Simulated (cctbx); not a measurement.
**TbRh3N across an absorption edge**

Space group Pm-3m (no. 221), a = 4.1700 Å, b = 4.1700 Å, c = 4.1700 Å, α = 90.00°, β = 90.00°, γ = 90.00°.

| atom | mult. | x | y | z | Ueq (Å²) |
| --- | --- | --- | --- | --- | --- |
| Tb1 | 1 | 0 | 0 | 0 | 0.0064 |
| Rh1 | 3 | 1/2 | 0 | 1/2 | 0.0080 |
| N1 | 1 | 1/2 | 1/2 | 1/2 | 0.0123 |

The model was made for the exercise: a known structure type with other elements put in, its volume estimated, not relaxed; displacement parameters are assumed.

Calculated with cctbx: free-atom f′ and f″ from the Sasaki tables, no fine structure; amplitudes in electrons.

```csv
E (eV),F 1 2 3,F 1 1 2,F 2 2 2,F 0 3 2
22620,17.2,21.7,99.0,14.0
22970,17.9,22.4,97.0,14.6
23100,18.5,23.0,95.1,15.2
23160,19.0,23.6,93.3,15.8
23190,19.6,24.2,91.6,16.4
23205,20.2,24.8,89.9,16.9
23212,20.7,25.4,88.3,17.4
23216,21.2,25.9,86.7,18.0
23224,22.0,26.8,84.9,18.8
23228,20.9,25.7,88.1,17.7
23235,20.3,24.9,90.1,17.0
23250,19.6,24.2,92.1,16.4
23280,19.0,23.6,94.0,15.7
23370,18.1,22.7,96.5,14.9
23620,17.2,21.7,99.2,14.0
```

**Question.** Which edge is crossed, and why do the reflections move as they do?

The K edge of Rh. The edge is at 23220 eV. f′ of Rh falls from -4.7 e at 23100 eV to -7.8 e at 4 eV below it, and f″ steps from 0.55 to 3.65 e across it. Over that approach |F| changes by +15 % (1 2 3), +13 % (1 1 2), -9 % (2 2 2) and +18 % (0 3 2): a reflection falls where Rh scatters in phase with the total and rises where it scatters against it; it hardly moves where the Rh term is small or cancels by symmetry. Above the edge the larger f″ enters the imaginary part, where it can add to or cancel the other atoms' f″. The structure is centrosymmetric, so Friedel mates stay equal.

[Logs are printed without paths, hosts, clocks, repeated set-up lines and the standing remarks that a program may print on its own settings, such as how far it seeks lower states.]
